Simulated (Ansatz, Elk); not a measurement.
## HfScB2: X-ray structure factors from the self-consistent density

Structure refinements treat a crystal as free atoms side by side. For a made-up structure of HfScB2 (cell and positions from a PBE relaxation) the runs below show what the calculated density changes in F(hkl).

Calculated with Elk 11.2.3 (patched build); DFT, PBE, all-electron APW+lo, Dirac cores, scalar-relativistic bands, static density, no spin.

This account leaves out most program logs.

The structure was built from a prototype and need not be the compound's stable phase.

**1. Starting point**

It takes space group P4/mmm (No. 123, tetragonal). The conventional cell has a = 3.448 Å, b = 3.448 Å, c = 4.881 Å, α = 90.00°, β = 90.00°, γ = 90.00°. Nearest to Hf lie 6 B at 2.44 Å. Sc has 6 B at 2.44 Å nearest. Nearest to B lie 4 Sc at 2.44 Å and 2 Hf at 2.44 Å. Nearest to B lie 4 Hf at 2.44 Å and 2 Sc at 2.44 Å. Farther neighbours are not listed.

**2. Ground state and structure factors**

An all-electron density is needed, since X-rays see the cores too. Task 0 finds the density and task 195 Fourier-transforms it; tshift is off so that phases refer to the origin typed.

elk.in reads:

```
tasks
  0
  195

xctype
  20

spinpol
  .false.

rgkmax
  7.0

gmaxvr
  14.0

lmaxo
  7

lmaxapw
  8

swidth
  0.002

tshift
  .false.

ramdisk
  .false.

hmaxvr
  5.5

maxscl
  120

epspot
  1e-06

sppath
  './'

avec
  6.51497967634 -0.00000000000 0.00000000000
  -0.00000000000 6.51497967634 0.00000000000
  0.00000000000 0.00000000000 9.22450428956

atoms
  3
  'Hf.in'
  1
  0.5000000000 0.5000000000 0.0000000000   0.000000 0.000000 0.000000
  'Sc.in'
  1
  0.0000000000 -0.0000000000 0.5000000000   0.000000 0.000000 0.000000
  'B.in'
  2
  0.5000000000 0.5000000000 0.5000000000   0.000000 0.000000 0.000000
  -0.0000000000 -0.0000000000 0.0000000000   0.000000 0.000000 0.000000

ngridk
  7 7 5
```

The run is started by

```bash
> OMP_NUM_THREADS=4 elk
```

Wall time 20 s (4 threads of Arm Neoverse V2, shared host); peak memory 0.19 GiB.

SFACRHO.OUT:

```text

h k l indices transformed by vhmat matrix:
   1.000000000       0.000000000       0.000000000    
   0.000000000       1.000000000       0.000000000    
   0.000000000       0.000000000       1.000000000    

      h      k      l  multipl.   |H|            Re(F)            Im(F)           |F|

      0      0      0      1   0.0000000       103.00000     -0.33297799E-16   103.00000    
      0      0      1      2  0.68114070       49.270293      0.22645159E-14   49.270293    
      1      0      0      4  0.96442132      -47.756329      0.80185013E-14   47.756329    
      0      1      1      8   1.1807037      -71.697035      0.89023609E-14   71.697035    
      0      0      2      2   1.3622814       80.861285     -0.41458673E-14   80.861285    
     -1      1      0      4   1.3638977       80.799670     -0.77504172E-14   80.799670    
     -1      1     -1      8   1.5245228       44.448415     -0.93658037E-14   44.448415    
     -1      0     -2      8   1.6691073      -43.522238     -0.43710559E-14   43.522238    
      1      1     -2      8   1.9277001       71.361786     -0.10174604E-13   71.361786    
      2      0      0      4   1.9288426       71.323178     -0.13878223E-13   71.323178    
      0      0     -3      2   2.0434221       41.435686     -0.51684354E-14   41.435686    
     -2      0     -1      8   2.0455773       41.195668      0.10878513E-13   41.195668    
     -1     -2      0      8   2.1565116      -40.628356     -0.20035110E-13   40.628356    
      0      1     -3      8   2.2595757      -59.299758      0.24313643E-14   59.299758    
     -1      2      1     16   2.2615249      -59.281840      0.72309279E-14   59.281840    
      0      2     -2      8   2.3614073       65.012771     -0.95201182E-14   65.012771    
     -1     -1     -3      8   2.4567847       38.698227      0.69849040E-14   38.698227    
      1      2      2     16   2.5507554      -38.067977      0.16396267E-13   38.067977
```

Elk indexes on the primitive cell of elk.in and gives |H| = 4π sin θ/λ in inverse bohr. Below, one row stands for each form hkl of the conventional cell (m members, Friedel mates merged), F is for one primitive cell and the density is static (no thermal factor). Free-atom factors are Waasmaier and Kirfel's, and R is Σm||F|−|F'||/Σm|F|.

```csv
hkl,m,sin θ/λ (Å⁻¹),"abs F, DFT",neutral atoms,diff.
001,2,0.102,49.270,49.346,-0.076
100,4,0.145,47.756,47.838,-0.081
101,8,0.178,71.697,72.281,-0.584
002,2,0.205,80.861,80.820,+0.042
110,4,0.205,80.800,80.791,+0.008
111,8,0.229,44.448,44.570,-0.121
102,8,0.251,43.522,43.694,-0.171
112,8,0.290,71.362,71.500,-0.138
200,4,0.290,71.323,71.482,-0.159
003,2,0.307,41.436,41.356,+0.080
201,8,0.308,41.196,41.342,-0.147
210,8,0.324,40.628,40.639,-0.011
103,8,0.340,59.300,59.279,+0.021
211,16,0.340,59.282,59.255,+0.027
202,8,0.355,65.013,65.176,-0.163
113,8,0.369,38.698,38.739,-0.041
212,16,0.384,38.068,38.150,-0.082
004,2,0.410,60.592,60.488,+0.104
220,4,0.410,60.535,60.449,+0.086
203,8,0.423,36.471,36.549,-0.078
221,8,0.423,36.454,36.539,-0.085
104,8,0.435,35.961,36.061,-0.101
```

**3. The highest occupied states alone**

An energy window below the Fermi level keeps the highest occupied states, to see at which angles they scatter; shallow core shells can lie inside it and anion s states outside. No new self-consistency is needed.

elk.in: that of step 2 with these lines changed.

```diff
@@ -1,3 +1,2 @@
 tasks
-  0
   195
@@ -40,2 +39,5 @@
 
+wsfac
+  -0.106660 0.560830
+
 sppath
```

The run is started by

```bash
> OMP_NUM_THREADS=4 elk
```

It took 5.9 s on 4 threads; peak memory 0.19 GiB; 8.1 s of CPU time.

States within 10 eV below the Fermi level hold 13.00 electrons; any levels below the window count with the cores. Their amplitudes can exceed the total, where window and core parts have opposite phase:

```csv
hkl,sin θ/λ (Å⁻¹),"abs F, window","abs F, all"
001,0.102,0.516,49.270
100,0.145,0.155,47.756
101,0.178,1.629,71.697
002,0.205,2.199,80.861
110,0.205,2.158,80.800
111,0.229,0.164,44.448
102,0.251,0.215,43.522
112,0.290,0.648,71.362
200,0.290,0.624,71.323
003,0.307,0.034,41.436
```

**4. Another functional**

The difference from free atoms is small, so it is set against the change that LDA (Perdew-Wang) makes.

elk.in: that of step 3 with these lines changed.

```diff
@@ -1,2 +1,3 @@
 tasks
+  0
   195
@@ -4,3 +5,3 @@
 xctype
-  20
+  3
 
@@ -39,5 +40,2 @@
 
-wsfac
-  -0.106660 0.560830
-
 sppath
```

The run is started by

```bash
> OMP_NUM_THREADS=4 elk
```

It took 11 s on 4 threads; peak memory 0.19 GiB.

Against the first run R = 0.03 %; the largest change is +0.033 at 101.

**5. A coarser k-mesh**

About half the k-points along each axis test the sampling.

elk.in: that of step 4 with these lines changed.

```diff
@@ -5,3 +5,3 @@
 xctype
-  3
+  20
 
@@ -62,2 +62,2 @@
 ngridk
-  7 7 5
+  4 4 2
```

The run is started by

```bash
> OMP_NUM_THREADS=4 elk
```

Run time: 14 s. Hardware: 4 threads; peak memory 0.19 GiB.

Against the first run R = 0.02 %; the largest change is -0.103 at 002.

**6. Basis size**

A smaller basis shows how fast F responds to it; the change is likely larger than the basis error of the first run, but doesn't show convergence.

elk.in: that of step 5 with these lines changed.

```diff
@@ -11,3 +11,3 @@
 rgkmax
-  7.0
+  5.5
 
@@ -62,2 +62,2 @@
 ngridk
-  4 4 2
+  7 7 5
```

The run is started by

```bash
> OMP_NUM_THREADS=4 elk
```

The job ended after 18 s (4 threads; peak memory 0.19 GiB; 49 s of CPU time).

Against the first run R = 0.01 %; the largest change is +0.032 at 103.

**7. Settings against the effect**

```csv
run,R against the first run (%),"R against neutral atoms, low angle (%)",wall time
"PBE, rgkmax 7",0.00,0.32,20 s
LDA (Perdew-Wang),0.03,0.32,11 s
k-mesh 4×4×2,0.02,0.33,14 s
rgkmax 5.5,0.01,0.33,18 s
```

**8. Summary of results**

* R against neutral atoms, sin θ/λ < 0.3 Å⁻¹: 0.32 %
* R against neutral atoms, 0.3 to 0.83 Å⁻¹: 0.20 %

In words: Independent neutral atoms miss the calculated amplitudes by R = 0.32 % below 0.3 Å⁻¹ and 0.20 % from there to 0.83 Å⁻¹; by shells, 0.16 % below 0.15 Å⁻¹ (2 forms), 0.34 % 0.15 to 0.3 (7 forms), 0.15 % 0.3 to 0.45 (16 forms), 0.20 % above 0.45 (85 forms). Bonding, aspherical density and the tables' own atoms all enter these figures, and the runs don't part them. The largest change of an amplitude is -0.58 electrons, at 101. The window's part falls from 13.0 electrons at the origin to at most 0.12 between 0.45 and 0.83 Å⁻¹. Below 0.3 Å⁻¹ the changes that finished (LDA (Perdew-Wang), k-mesh 4×4×2 and rgkmax 5.5) move F by R = 0.05 % at most, against the 0.32 % that separates it from free atoms. Spin-orbit coupling is left out, which can matter for elements this heavy. Part of the difference isn't bonding: the tables are fits to free atoms and ions calculated by other methods than this functional. Thermal motion, anomalous dispersion and extinction are left out.

[Logs are printed without paths, hosts, clocks, repeated set-up lines and the standing remarks that a program may print on its own settings, such as how far it seeks lower states.]

[Hosts, paths, dates, database ids (printed as entryN), source tags and the programs' standing remarks are cut or masked in the printed files.]
